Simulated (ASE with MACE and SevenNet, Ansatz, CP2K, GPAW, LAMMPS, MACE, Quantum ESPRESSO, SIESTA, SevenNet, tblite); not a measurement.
# 47In2O3-53ZnO (mol %) with crystalline order left by the classical run (65 atoms) in machine-learned potentials

Wanted: machine-learned potentials inputs and outputs for 47In2O3-53ZnO (mol %) with crystalline order left by the classical run (65 atoms), checked against a plane-wave reference.

Calculated with ASE with MACE and SevenNet; the method is named at each step.

## Step 1: Set-up

The cell holds 65 atoms: 18 In, 10 Zn and 37 O. Cell: a = 9.453 Å, b = 9.453 Å, c = 9.453 Å, α = 90.0°, β = 90.0°, γ = 90.0°. 65 atoms (18 Sc, 10 Zn, 37 O) placed at random at 4.13 g/cm³, melted at 5000 K for 10 ps at fixed volume with the Morse and Coulomb pair potential with partial charges (Pedone, Malavasi, Menziani, Cormack and Segre, J. Phys. Chem. B 110, 11780 (2006)). Quenched from 5000 K to 300 K at 10 K/ps and fixed volume, held 10 ps at zero pressure, then minimised at fixed cell. Then Sc was replaced by In and the cell scaled by 1.027 (the potential has no terms for the new elements, so the cell is a start for a DFT relaxation).

The yardstick, on the same geometry:

- method: Kohn-Sham DFT, PBE, SSSP efficiency 1.3.0 pseudopotentials, plane waves (Quantum ESPRESSO 7.5); sssp-pbe-1.3.0-efficiency, cutoffs 60/480 Ry, Γ point
- r.m.s. force component: 0.2946 eV/Å
- longest force: 1.109 eV/Å
- pressure: 2.265 GPa
- time: 2.6 min on 4 MPI ranks of Arm Neoverse V2, shared host
- CPU time: 11 min

## Step 2: MACE MPA-0 medium potential

Method: machine-learned interatomic potential MACE MPA-0 medium, trained on PBE(+U) plane-wave data.

Contents of run.py:

```python
import numpy as np
from ase.io import read
import mlip  # loads the published weights by name

atoms = read("structure.xyz")
atoms.calc = mlip.calc("mace-mpa-0-medium")
energy = atoms.get_potential_energy()
forces = atoms.get_forces()
print(f"energy {energy:.6f} eV")
print("forces (eV/A)")
for i, (a, f) in enumerate(zip(atoms, forces)):
    print(f"{i:4d} {a.symbol:2s} {f[0]:10.5f} {f[1]:10.5f} {f[2]:10.5f}")
stress = -atoms.get_stress(voigt=False) * 160.21766
print("stress (GPa, compression positive)")
for row in stress:
    print(" ".join(f"{x:10.4f}" for x in row))
```

Contents of structure.xyz:

```xyz
65
Lattice="9.45319 0.00000 0.00000 0.00000 9.45319 0.00000 0.00000 0.00000 9.45319" Properties=species:S:1:pos:R:3 pbc="T T T"
In 5.66331 0.61105 1.45967
In 7.21713 2.27784 8.54890
In 8.23987 1.98876 3.15566
In 1.02406 4.36454 9.25997
In 7.44250 8.44860 8.59626
In 8.87966 0.59177 6.30811
In 2.65417 0.83557 6.28268
In 7.35420 8.35237 3.58389
In 4.14711 5.63722 3.83601
In 5.76134 3.93101 1.52168
In 2.59055 2.37682 2.67591
In 1.14573 7.00812 7.22451
In 1.04146 0.78868 0.36839
In 8.91493 3.81758 6.15942
In 2.67639 7.02287 1.31210
In 0.91271 5.40647 3.70612
In 5.74537 7.12298 6.20517
In 1.28488 8.91247 3.59883
Zn 8.87361 6.81471 1.33696
Zn 7.29730 5.34890 8.46760
Zn 2.70730 3.91995 5.99597
Zn 3.57198 2.55274 8.97089
Zn 4.20308 5.45506 8.09032
Zn 4.17264 8.74259 8.44652
Zn 5.73790 3.64071 5.78762
Zn 4.84911 0.79029 4.92048
Zn 7.33482 5.36903 4.05873
Zn 5.72107 6.93401 1.07190
O 1.05517 5.53522 1.50060
O 8.94763 6.87880 8.58652
O 2.43694 7.00982 3.53237
O 8.78598 3.86210 3.99189
O 6.23211 0.69131 3.49343
O 4.36860 8.80120 6.33269
O 5.85814 6.98279 4.06118
O 7.42510 8.43329 6.44906
O 7.22696 2.28692 1.30709
O 0.91195 5.37962 5.93178
O 4.38023 2.28389 1.51932
O 2.74218 6.94838 8.59286
O 8.82777 0.65652 8.49936
O 5.76853 4.11649 3.69374
O 7.42057 2.25723 6.36030
O 7.18471 5.50015 1.16823
O 1.85717 2.72138 0.67099
O 8.71319 3.84820 8.31900
O 2.93181 0.75389 4.05873
O 4.31075 5.49911 6.00107
O 5.82827 6.92475 8.38432
O 5.66927 3.84688 8.73815
O 8.75129 6.78455 3.48861
O 5.94464 0.55348 8.79960
O 4.29033 5.58315 1.64051
O 2.60209 4.10127 3.87534
O 7.17412 5.21041 6.18087
O 4.30489 8.44085 1.15783
[... 5 atom lines left out ...]
O 4.15969 2.37606 6.04012
O 8.80404 0.21780 4.24486
O 1.17787 8.74798 6.11395
O 0.69765 1.41297 2.45272
```

Started as:

```bash
$ OMP_NUM_THREADS=1 python run.py > output.txt
```

What it wrote:

```text
energy -335.377167 eV
forces (eV/A)
   0 In   -0.28179   -0.27020   -0.16613
   1 In   -0.17663   -0.22940   -0.18579
   2 In   -0.01753    0.48051   -0.20158
   3 In   -0.37784    0.25308    0.09984
   4 In    0.22006    0.13048   -0.19297
   5 In   -0.14687    0.05030    0.24752
   6 In   -0.70820    0.11786    0.55832
   7 In   -0.37423   -0.50653    0.19344
   8 In    0.35112    0.19715   -0.26371
   9 In    0.31601    0.30714    0.14442
  10 In    0.12889    0.28120    0.62407
  11 In   -0.21070    0.09984    0.11774
  12 In   -0.35417   -0.48241   -0.45435
  13 In    0.10136   -0.04416    0.24676
  14 In    0.11701    0.16782   -0.27673
  15 In    0.07607    0.03509    0.00867
  16 In    0.34370    0.33799   -0.23141
  17 In    0.20265   -0.20146   -0.09945
  18 Zn   -0.06406   -0.16127   -0.20065
  19 Zn    0.14793    0.05476    0.05422
  20 Zn   -0.27184   -0.17234   -0.01039
  21 Zn    0.22309   -0.11407   -0.15937
  22 Zn   -0.10145    0.01305    0.16889
  23 Zn   -0.04372    0.11152    0.08689
[...]
57 O     0.17793   -0.06641   -0.09206
  58 O     0.51542    0.32363    0.28643
  59 O     0.25806   -0.21061    0.14966
  60 O     0.57601   -0.22894   -0.31380
  61 O     0.45016    0.50443   -0.04328
  62 O     0.25124    0.12534   -0.37028
  63 O    -0.03665   -0.24749   -0.61826
  64 O     0.00199   -0.27556    0.12912
stress (GPa, compression positive)
    1.8265     0.3623    -0.3345
    0.3623     3.1083    -0.7351
   -0.3345    -0.7351     2.3198
```

Wall time 7.2 s (1 thread of Arm Neoverse V2, shared host); peak memory 0.96 GiB.

Banners, paths, timers and routine set-up lines are dropped from the logs unmarked, and long logs keep their key lines alone; longer cuts are marked.

Numbers from this run, and their distance from the reference:

```
r.m.s. force component                  : 0.2814 eV/Å
r.m.s. difference of force components   : 65.66 meV/Å
longest difference of force vectors     : 209.9 meV/Å
force difference over r.m.s. force      : 22.29 %
slope of forces against the reference's : 0.9315
correlation of force components         : 0.975
pressure                                : 2.418 GPa
pressure difference                     : 0.1535 GPa
```

Length of the force difference by element (eV/Å):

| element | atoms | mean | most |
| --- | --- | --- | --- |
| In | 18 | 0.11 | 0.21 |
| O | 37 | 0.10 | 0.21 |
| Zn | 10 | 0.090 | 0.17 |

Local excerpt of 9 atoms (numbers count through the whole input) about In8, picked at random; x, y, z are measured from there.

| atom | x | y | z | distance (Å) | bonds | Fx | Fy | Fz (eV/Å) |
| --- | --- | --- | --- | --- | --- | --- | --- | --- |
| In8 | 0.00 | 0.00 | 0.00 | 0.00 | 5 | -0.37 | -0.51 | 0.19 |
| O63 | 1.45 | 1.32 | 0.66 | 2.07 | 4 | 0.25 | 0.13 | -0.37 |
| O35 | -1.50 | -1.37 | 0.48 | 2.08 | 4 | 0.13 | 0.02 | -0.01 |
| O51 | 1.40 | -1.57 | -0.10 | 2.10 | 4 | 0.12 | -0.08 | -0.27 |
| O33 | -1.12 | 1.79 | -0.09 | 2.12 | 4 | -0.17 | 0.56 | 0.84 |
| O60 | -0.13 | 0.03 | -2.21 | 2.21 | 5 | 0.26 | -0.21 | 0.15 |
| O36 | 0.07 | 0.08 | 2.87 | 2.87 | 3 | 0.19 | 0.12 | -0.19 |
| Zn27 | -0.02 | -2.98 | 0.47 | 3.02 | 5 | -0.31 | -0.02 | -0.14 |
| Zn19 | 1.52 | -1.54 | -2.25 | 3.12 | 6 | -0.06 | -0.16 | -0.20 |

Atoms are counted from 1 here, from 0 in the log.

Forces lie 22 % from the reference's, at 0.011 times its CPU time (on 1 against 4 cores).

## Step 3: SevenNet 0 potential

Method: machine-learned interatomic potential SevenNet 0, trained on PBE(+U) plane-wave data.

run.py, as its differences from that of step 2:

```diff
@@ -5,3 +5,3 @@
 atoms = read("structure.xyz")
-atoms.calc = mlip.calc("mace-mpa-0-medium")
+atoms.calc = mlip.calc("7net-0")
 energy = atoms.get_potential_energy()
```

structure.xyz is that of step 2.

What it wrote:

```text
energy -335.678070 eV
forces (eV/A)
   0 In   -0.20924   -0.16471   -0.07634
   1 In   -0.19046   -0.21226   -0.16472
   2 In   -0.11084    0.41722   -0.16850
   3 In   -0.45579    0.36893   -0.03353
   4 In    0.27891    0.09078   -0.22842
   5 In   -0.12121    0.14169    0.18436
   6 In   -0.77648    0.09659    0.59659
   7 In   -0.29793   -0.24779    0.28059
   8 In    0.35472    0.12196   -0.29601
   9 In    0.30578    0.21306    0.11861
  10 In    0.14622    0.29147    0.53232
  11 In   -0.25075    0.06641    0.20547
  12 In   -0.37294   -0.54976   -0.40072
  13 In    0.04683   -0.11796    0.21220
  14 In    0.00378    0.18061   -0.26571
  15 In    0.13842    0.01119   -0.02700
  16 In    0.40519    0.25950   -0.27522
  17 In    0.03359   -0.16793   -0.12278
  18 Zn   -0.10939   -0.12573   -0.25622
  19 Zn    0.11794    0.10486    0.09994
  20 Zn   -0.24785   -0.18005    0.06001
  21 Zn    0.25530   -0.07478   -0.10115
  22 Zn   -0.15333    0.03894    0.21111
  23 Zn   -0.10318    0.06532    0.03625
[...]
57 O     0.26589   -0.03061   -0.09937
  58 O     0.51923    0.27547    0.26239
  59 O     0.30024   -0.13731    0.11745
  60 O     0.65326   -0.22204   -0.34229
  61 O     0.56232    0.52360   -0.08967
  62 O     0.28951    0.08855   -0.33287
  63 O    -0.04833   -0.24800   -0.56296
  64 O     0.00339   -0.26506    0.08626
stress (GPa, compression positive)
    2.4763     0.2632    -0.3144
    0.2632     3.6531    -0.6132
   -0.3144    -0.6132     2.7944
```

Run time: 7 s. Hardware: 1 thread; peak memory 0.83 GiB.

Against the reference:

```yaml
r_m_s_force_component: 0.2792 eV/Å
r_m_s_difference_of_force_components: 69.51 meV/Å
longest_difference_of_force_vectors: 232.3 meV/Å
force_difference_over_r_m_s_force: 23.6 %
slope_of_forces_against_the_reference_s: 0.9213
correlation_of_force_components: 0.9721
pressure: 2.975 GPa
pressure_difference: 0.7099 GPa
```

Against the first run (22 %), the force difference from the reference is 24 %, at 0.97 times the CPU time.

## Step 4: MACE MP-0b2 small potential

Method: machine-learned interatomic potential MACE MP-0b2 small, trained on PBE(+U) plane-wave data.

run.py, as its differences from that of step 3:

```diff
@@ -5,3 +5,3 @@
 atoms = read("structure.xyz")
-atoms.calc = mlip.calc("7net-0")
+atoms.calc = mlip.calc("mace-mp-0b2-small")
 energy = atoms.get_potential_energy()
```

structure.xyz is that of step 3.

What it wrote:

```text
energy -335.279522 eV
forces (eV/A)
   0 In   -0.21194   -0.28171   -0.05753
   1 In   -0.15287   -0.14905   -0.18622
   2 In   -0.10545    0.52739   -0.17759
   3 In   -0.36177    0.30974   -0.01134
   4 In    0.29906   -0.01012   -0.18705
   5 In   -0.19438    0.02784    0.28085
   6 In   -0.64451    0.13715    0.47039
   7 In   -0.38176   -0.50423    0.20263
   8 In    0.44741    0.22239   -0.27795
   9 In    0.32065    0.37669    0.21360
  10 In    0.14911    0.23830    0.55147
  11 In   -0.22003   -0.02170    0.12192
  12 In   -0.31130   -0.44372   -0.41135
  13 In    0.08854   -0.04365    0.25767
  14 In    0.17028    0.10594   -0.27864
  15 In    0.03133    0.05618    0.01800
  16 In    0.40031    0.30921   -0.27992
  17 In    0.15766   -0.29771    0.01461
  18 Zn   -0.14824   -0.16301   -0.25076
  19 Zn    0.17868    0.14186    0.03776
  20 Zn   -0.26543   -0.16303    0.05281
  21 Zn    0.19487   -0.10243   -0.15570
  22 Zn   -0.16569    0.08370    0.17422
  23 Zn   -0.11667    0.05771    0.07560
[...]
57 O     0.22680   -0.05457   -0.11053
  58 O     0.47002    0.35072    0.33841
  59 O     0.25083   -0.17128    0.07978
  60 O     0.58959   -0.26003   -0.30396
  61 O     0.49121    0.50762   -0.01721
  62 O     0.38970    0.15728   -0.26365
  63 O    -0.07195   -0.25324   -0.52696
  64 O     0.07122   -0.17885    0.00854
stress (GPa, compression positive)
    2.5127     0.3328    -0.2417
    0.3328     3.6564    -0.6714
   -0.2417    -0.6714     3.0253
```

Wall time 5.7 s (1 thread); peak memory 0.66 GiB.

Numbers from this run, and their distance from the reference:

| Item | Value |
| --- | --- |
| r.m.s. force component | 0.2775 eV/Å |
| r.m.s. difference of force components | 81.93 meV/Å |
| longest difference of force vectors | 373.2 meV/Å |
| force difference over r.m.s. force | 27.82 % |
| slope of forces against the reference's | 0.905 |
| correlation of force components | 0.9607 |
| pressure | 3.065 GPa |
| pressure difference | 0.8001 GPa |

Against the first run (22 %), the force difference from the reference is 28 %, at 0.80 times the CPU time.

## Step 5: The ladder

Differences are against the plane-wave reference, forces as r.m.s. over components; share is that over the reference's r.m.s. force, slope the least-squares factor from reference forces to these. Total energies of different programs have different zeros and aren't compared.

| run | Δ force, r.m.s. (meV/Å) | share (%) | slope | Δ pressure (GPa) | cores | CPU time | memory (GiB) |
| --- | --- | --- | --- | --- | --- | --- | --- |
| reference | - | - | - | - | 4 | 11 min | 2.6 |
| MACE MPA-0 medium potential | 65.7 | 22.3 | 0.931 | 0.153 | 1 | 7.1 s | 0.96 |
| SevenNet 0 potential | 69.5 | 23.6 | 0.921 | 0.710 | 1 | 6.9 s | 0.83 |
| MACE MP-0b2 small potential | 81.9 | 27.8 | 0.905 | 0.800 | 1 | 5.7 s | 0.66 |

Times of the machine-learned potentials are mostly Python's start and the loading of weights.

CPU time is summed over cores on a shared host, where runs went side by side, so it is rough. Symmetry, cutoffs, thresholds, outputs and thread counts weren't matched or tuned between programs; memory under MPI is the largest rank's times the ranks.

## Step 6: Outcome

```
nearest in forces : MACE MPA-0 medium potential, 22 %
its CPU time      : 7.1 s
```

Machine-learned potentials differ by 22 % (MACE MPA-0 medium potential) to 28 % (MACE MP-0b2 small potential); they were trained on other programs' data. The reference's pressure holds the uncorrected Pulay stress of its 60 Ry basis, so small pressure differences, and their order, may be the reference's own error. Machine-learned potentials mimic data converged in k, so the reference's own k-point error enters their differences. The quench rate of 10 K/ps is many orders above laboratory rates, so the cell is likely richer in defects and strain than a real sample. The network of bonds at the start is that of the classical potential that made the cell, and needn't be the one that DFT or experiment would give. The reference's pressure of 2.3 GPa belongs to a cell and atoms that aren't relaxed at this level. The electronic-structure runs sample only Γ, in a cell whose shortest periodic width is 9 Å.

[Also dropped from logs without a mark: logging warnings of Python, and SIESTA's first energy breakdown and zero terms.]

[Logs are printed without paths, hosts, clocks, repeated set-up lines and the standing remarks that a program may print on its own settings, such as how far it seeks lower states.]

[Hosts, paths, dates, database ids (printed as entryN), source tags and the programs' standing remarks are cut or masked in the printed files.]
